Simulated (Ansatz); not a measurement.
# SnTeS monolayer, Janus: modes against uniaxial strain along a, the zigzag direction, with the width clamped, part 2 of 2

Wanted: the shifts of the zone-centre modes of SnTeS monolayer, Janus with strain.

Ansatz 0.2.0; DFT PBE, scalar-relativistic, plane waves, PAW; PAW set soft_1.

So far, highest optical mode at the zone centre (no LO-TO term) (cm⁻¹): step 5 (modes at rest) 285.

## Step 7: Modes of this member: uniaxial strain of +5 % along a, the zigzag direction, with the width clamped

The zone-centre modes follow for uniaxial strain of +5 % along a, the zigzag direction, with the width clamped.

input.yaml

```yaml
crystal:
  lattice:
    - [4.0898458038, 0.0, 0.0]
    - [-2.0449229019, 3.3732479654, 0.0]
    - [0.0, 0.0, 30.0]
  atoms:
    - { symbol: Sn, position: [0.0033527674, 0.0067055348, 0.3371073093] }
    - { symbol: S, position: [0.3348493878, 0.6696987755, 0.3836764359] }
    - { symbol: Te, position: [0.6617978449, 0.3235956897, 0.2758829213] }
  periodic: [true, true, false]
kpoints:
  mp_grid: { grid: [12, 12, 1] }
hamiltonian:
  xc: pbe
  pseudopotentials: { kind: paw, azcp: { folder: soft_1 } }
scf:
  occupations: { method: methfessel_paxton, width: 0.2 }
output:
  eigenvalues: true
phonons:
  method: dfpt
```

Run with:

```
ansatz run input.yaml --threads 8 --pin off --max-ram 16384MiB --backend cpu --events-out ev --progress --plain --runs-dir out
```

Numbers of over 12 decimals in the logs are rounded to 6 here.

The log of the run:

```text
zone centre: on kpoints.mp_grid the ground state, and the responses unless they are solved on pairs of k-points, stand on 43 of the mesh's 144 k-points, reduced under 2 symmetry operations, with k and −k counted as one. Each operation leaves every solved displacement unchanged or reverses it
[...]
Crystal: 3 atoms, lattice volume = 413.882 Å³
Basis set: ecut = 420 eV, 8141 PW (Γ), exchange–correlation on 60×60×432 points (8 copies of the dense FFT grid, shifted against one another)
Bands: 22, of which v1, the nominal top of the filled ones, is band 18 counted from 1 (17 counted from 0)
Symmetry: 2 space group operations
k-points: 43 of 144 (time reversal used)
[...]
SCF iter   1: F=—  HF=-13907.176262 eV  |F-HF|=—  |Δ(HF+E_count)|=         —  Δρ=1.38e-2  dr2=1.78e0  ethr=3.10e-3  ⟨swp⟩=14.1  Hψ=7686  notcnv=0
[...]
SCF iter  12: F=-13906.807154 eV  HF=-13906.807154 eV  |F-HF|=8.55e-11  |Δ(HF+E_count)|=  8.28e-10  S|Δr|=    0.00e0  Δρ=1.68e-8  dr2=1.46e-12  ethr=1.00e-12  ⟨swp⟩=14.1  Hψ=7105  notcnv=0
SCF 1 converged in 12 iterations: F = -13906.807154 eV  dr2 = 1.46e-12
[...]
SCF converged after 12 iterations
[...]
Free energy (F): -13906.807154 eV
[...]
Internal energy: -13906.807182 eV  (E = F + TS)
E sigma→0 (E₀):  -13906.807161 eV
Entropy (-TS):   0.000029 eV (0.010 meV/atom)
Fermi energy:    -5.433991 eV
[...]
--- Band table (eV; the first three rows and the last of 43) ---
  k-point 0: bands = [... 14 lower, -7.2200, -6.8968, -5.5386, -5.2700, -4.9731, -2.7482, -1.9992, -1.6304]
  k-point 1: bands = [... 14 lower, -7.3663, -6.9062, -5.8156, -5.6001, -4.6746, -2.5330, -1.8425, -1.6020]
  k-point 2: bands = [... 14 lower, -7.6578, -6.8592, -6.7380, -5.7613, -4.3979, -2.5734, -1.4780, -1.0968]
  k-point 42: bands = [... 14 lower, -9.0270, -8.3008, -7.0691, -6.3590, -4.3697, -1.4789, -0.7870, -0.3580]
[...]
ASR residual: 2.930e-5 → 0.000e0 eV/Å²; symmetrization residual: 1.659e-5 eV/Å²
  ASR residual per site (eV/Å²): 2.93e-5 8.01e-6 1.42e-5
  Γ frequencies (cm⁻¹): 0.00 0.00 0.00 81.50 90.13 128.64 139.65 154.76 271.24
[...]
```

Wall time 2.1 min (8 threads of Arm Neoverse N1, shared host); peak memory 2 GiB.

This step gave:

```
sum-rule residual before enforcement                    : 2.93e-5 eV/Å²
point group                                             : m
highest optical mode at the zone centre (no LO-TO term) : 271.2 cm⁻¹
lowest optical zone-centre mode                         : 81.5 cm⁻¹
```

Patterns of degenerate modes are one choice out of their space. The modes at Γ (shares of kinetic energy by element, %):

```csv
mode,frequency (cm⁻¹),symmetry,Sn %,S %,Te %
1,0.0,acoustic,43,12,46
2,0.0,acoustic,43,12,46
3,0.0,acoustic,43,12,46
4,81.5,A',32,14,54
5,90.1,A'',45,3,53
6,128.6,A'',13,86,1
7,139.7,A',37,12,51
8,154.8,A',23,73,4
9,271.2,A',22,78,0
```

The lowest optical mode is real, 81.5 cm⁻¹, and the highest lies at 271.2 cm⁻¹.

Between step 5 and this run (strain 5 %) the value for the highest optical mode at the zone centre (no LO-TO term) moves from 285 cm⁻¹ to 271 cm⁻¹ (-5 %).

## Step 8: Relaxation of a member: uniaxial strain of -3 % along a, the zigzag direction, with the width clamped

The cell takes a uniaxial strain of -3 % along a, the zigzag direction, with the width clamped. The cell is held, and the atoms relax in it.

input.yaml, the sections that differ from step 7:

```yaml
crystal:
  lattice:
    - [3.7782385046, 0.0, 0.0]
    - [-1.8891192523, 3.3732479654, 0.0]
    - [0.0, 0.0, 30.0]
  atoms:
    - { symbol: Sn, position: [-0.001338366, -0.0026767321, 0.3376721917] }
    - { symbol: S, position: [0.3323315235, 0.664663047, 0.3853500248] }
    - { symbol: Te, position: [0.6690068426, 0.3380136851, 0.2736444501] }
  periodic: [true, true, false]
output:
  forces: true
  stress: true
  eigenvalues: true
relax:
  adjacent_minimum: "off"
  f_tol: 0.001
  max_steps: 60
# kpoints, hamiltonian, scf: as in step 7
# phonons: removed
```

The log of the run:

```text
[...]
Crystal: 3 atoms, lattice volume = 382.348 Å³
Basis set: ecut = 420 eV, 7521 PW (Γ), exchange–correlation on 54×54×432 points (8 copies of the dense FFT grid, shifted against one another)
Bands: 22, of which v1, the nominal top of the filled ones, is band 18 counted from 1 (17 counted from 0)
Symmetry: 2 space group operations
[...]
--- Relaxed structure (6 steps of the walk, 6 accepted, 0 SCFs on fresh bases) ---
  F+E_penalty+E_count = -13906.82748210 eV   max|allowed force component| = 8.048e-4 eV/Å
  cell:  # Å, volume = 382.3481 Å³
    - [3.7782385046, 0.0, 0.0]
    - [-1.8891192523, 3.3732479654, 0.0]
    - [0.0, 0.0, 30.0]
  atoms:
    - { symbol: Sn, position: [-0.00208054, -0.00416108, 0.337770] }
    - { symbol: S, position: [0.331729, 0.663459, 0.385599] }
    - { symbol: Te, position: [0.670351, 0.340702, 0.273298] }
[key lines of the parts left out:]
SCF converged after 2 iterations
Free energy (F): -13906.827482 eV
Fermi energy:    -5.084805 eV
P = ½ c Tr σ = 0.9854 N/m
```

Wall time 48 s (8 threads); peak memory 1.1 GiB; 6 min of CPU time.

The steps of the relaxation:

```csv
step,energy less that of the first step (eV),largest force component (eV/Å)
1,0.0000,0.0699
2,-0.0002,0.0873
3,-0.0007,0.0097
4,-0.0007,0.0064
5,-0.0008,0.0008
6,-0.0008,0.0008
```

The run keeps the 2 symmetry operations that it works with, so distortions that break them were not tested.

The atoms that moved most (Å):

```csv
atom,dx,dy,dz,length
Te3,0.000,0.009,-0.010,0.014
S2,0.000,-0.004,0.007,0.009
Sn1,0.000,-0.005,0.003,0.006
```

Final coordinates:

```
Sn S Te
1.0
     3.77824    0.00000    0.00000
    -1.88912    3.37325    0.00000
     0.00000    0.00000   30.00000
Sn S Te
1 1 1
Direct
  0.99792 0.99584 0.33777
  0.33173 0.66346 0.38560
  0.67035 0.34070 0.27330
```

This step gave:

```
area per atom : 4.248 Å²
```

The largest force component left is 0.80 meV/Å.

## Step 9: Zone-centre modes of the member: uniaxial strain of -3 % along a, the zigzag direction, with the width clamped

The zone-centre modes follow for uniaxial strain of -3 % along a, the zigzag direction, with the width clamped.

input.yaml, the sections that differ from step 8:

```yaml
crystal:
  lattice:
    - [3.7782385046, 0.0, 0.0]
    - [-1.8891192523, 3.3732479654, 0.0]
    - [0.0, 0.0, 30.0]
  atoms:
    - { symbol: Sn, position: [-0.0020805394, -0.0041610789, 0.3377698271] }
    - { symbol: S, position: [0.3317293984, 0.6634587969, 0.3855992633] }
    - { symbol: Te, position: [0.670351141, 0.340702282, 0.2732975762] }
  periodic: [true, true, false]
output:
  eigenvalues: true
phonons:
  method: dfpt
# kpoints, hamiltonian, scf: as in step 8
# relax: removed
```

The log of the run:

```text
[...]
Crystal: 3 atoms, lattice volume = 382.348 Å³
Basis set: ecut = 420 eV, 7521 PW (Γ), exchange–correlation on 54×54×432 points (8 copies of the dense FFT grid, shifted against one another)
Bands: 22, of which v1, the nominal top of the filled ones, is band 18 counted from 1 (17 counted from 0)
Symmetry: 2 space group operations
k-points: 43 of 144 (time reversal used)
[...]
k-point 2: bands = [... 14 lower, -7.2533, -7.1839, -6.5395, -4.9291, -3.9065, -2.0439, -0.9413, -0.7785]
  k-point 42: bands = [... 14 lower, -9.2033, -8.2033, -7.2065, -6.4618, -4.4083, -1.5584, -0.9340, -0.3735]
  ° read free of the cell's end (the report's vacuum.weakly_bound_levels)
[...]
ASR residual: 5.242e-5 → 0.000e0 eV/Å²; symmetrization residual: 1.417e-5 eV/Å²
  ASR residual per site (eV/Å²): 4.26e-5 5.24e-5 2.92e-5
  Γ frequencies (cm⁻¹): 0.00 0.00 0.00 79.88 84.96 137.05 161.44 177.11 293.20
[...]
[key lines of the parts left out:]
SCF converged after 11 iterations
Free energy (F): -13906.827482 eV
Fermi energy:    -5.084807 eV
```

Elapsed: 1.7 min, on 8 threads; peak memory 1.8 GiB; 13 min of CPU time.

Numbers from this step:

```yaml
sum_rule_residual_before_enforcement: 5.24e-5 eV/Å²
highest_optical_mode_at_the_zone_centre_no_lo_to_term: 293.2 cm⁻¹
lowest_optical_zone_centre_mode: 79.88 cm⁻¹
```

Patterns of degenerate modes are one choice out of their space. Modes at Γ, with each element's share of the kinetic energy:

```csv
mode,frequency (cm⁻¹),symmetry,Sn %,S %,Te %
1,0.0,acoustic,43,12,46
2,0.0,acoustic,43,12,46
3,0.0,acoustic,43,12,46
4,79.9,A'',36,10,54
5,85.0,A',39,7,54
6,137.1,A',36,10,54
7,161.4,A',19,81,0
8,177.1,A'',21,79,0
9,293.2,A',22,78,0
```

The lowest optical mode is real, 79.9 cm⁻¹, and the highest lies at 293.2 cm⁻¹.

For the highest optical mode at the zone centre (no LO-TO term), step 5 gave 285 cm⁻¹; this run, with strain -3 %, gives 293 cm⁻¹ (+3 %).

## Step 10: The series together

The members are set side by side, also those not shown above.

Energies are extrapolated to zero smearing, and E0 is that at rest; the cell is clamped and the atoms are relaxed; all runs use 12×12×1 k points and Methfessel-Paxton smearing of 0.2 eV. State of the crystal along the series:

```csv
strain (%),E - E0 (meV/atom)
-3,4.759
-2,2.099
-1,0.5234
0,0
1,0.4982
2,1.951
3,4.283
4,7.476
5,11.55
```

Optical modes are counted from below at rest and tracked from member to member by their patterns, and modes that stay within 0.3 cm⁻¹ of each other stand once; labels, where given, are those at rest, then, where named, those of the strained cell; the cell is clamped and the atoms are relaxed; all runs use 12×12×1 k points and Methfessel-Paxton smearing of 0.2 eV. Optical modes along the series:

```csv
strain (%),optical mode 1 E to A' single part (cm⁻¹),optical mode 2 E to A'' single part (cm⁻¹),optical mode 3 A1 to A' (cm⁻¹),optical mode 4 E to A'' single part (cm⁻¹),optical mode 5 E to A' single part (cm⁻¹),optical mode 6 A1 to A' (cm⁻¹)
-3,84.96,79.88,137.1,177.1,161.4,293.2
-2,84.58,80.87,136,171.2,160.7,290.3
-1,84.47,82.29,135.8,165.1,159.9,287.4
0,83.95,83.95,136,158.8,158.8,284.6
1,82.71,85.7,136.1,152.4,157.6,281.7
2,81.29,87.51,136.2,146,156.3,278.9
3,80.65,89.08,136.9,139.7,155.3,276.2
4,80.96,90.04,138.2,133.9,154.8,273.7
5,81.5,90.13,139.7,128.6,154.8,271.2
```

Value and slope at zero strain of a cubic (a lower polynomial where under five rows exist) through the rows within 2 % of rest. Slopes at rest:

```csv
mode,frequency (cm⁻¹),shift per percent of strain (cm⁻¹)
optical mode 1 E to A' single part,83.9,-0.9
optical mode 2 E to A'' single part,83.9,1.72
optical mode 3 A1 to A',135.9,0.14
optical mode 4 E to A'' single part,158.8,-6.31
optical mode 5 E to A' single part,158.8,-1.17
optical mode 6 A1 to A',284.6,-2.84
```

## Step 11: Results

| Property | Result |
| --- | --- |
| members | 9 |
| highest optical mode at the zone centre (no LO-TO term), at rest | 284.6 cm⁻¹ |
| optical mode 3 A1 to A', shift per percent | 0.14 cm⁻¹ |
| optical mode 4 E to A'' single part, shift per percent | -6.31 cm⁻¹ |
| optical mode 5 E to A' single part, shift per percent | -1.17 cm⁻¹ |
| optical mode 6 A1 to A', shift per percent | -2.84 cm⁻¹ |

The strain lowers the symmetry: the level at 158.8 cm⁻¹ splits, into 128.6 and 154.8 cm⁻¹ at +5 %. Within 2 % of rest optical mode 1 E to A' single part and optical mode 3 A1 to A' bend away from a straight line, so a single slope holds only near rest. The fastest shift in the table of slopes is -6.3 cm⁻¹ for each percent (optical mode 4 E to A'' single part). The width is clamped, so the contraction across the strain that a free sheet shows is left out. These are harmonic frequencies at zero temperature: anharmonic shifts, linewidths and thermal expansion are left out. Spin-orbit coupling is left out, which can matter for the heavy elements here. With no gap, or one that is small against the smearing, the frequencies hang on the k mesh and the smearing, most of all near Kohn anomalies. A semilocal functional can close a gap that the real compound would have, so the metallic treatment may be an artefact of the level. The starting cell was built on a prototype and not taken from a measurement. Only the zone centre was solved, so an instability at another wavevector cannot show here.

[Logs are printed without paths, hosts, clocks, repeated set-up lines and the standing remarks that a program may print on its own settings, such as how far it seeks lower states.]

[Hosts, paths, dates, database ids (printed as entryN), source tags and the programs' standing remarks are cut or masked in the printed files.]
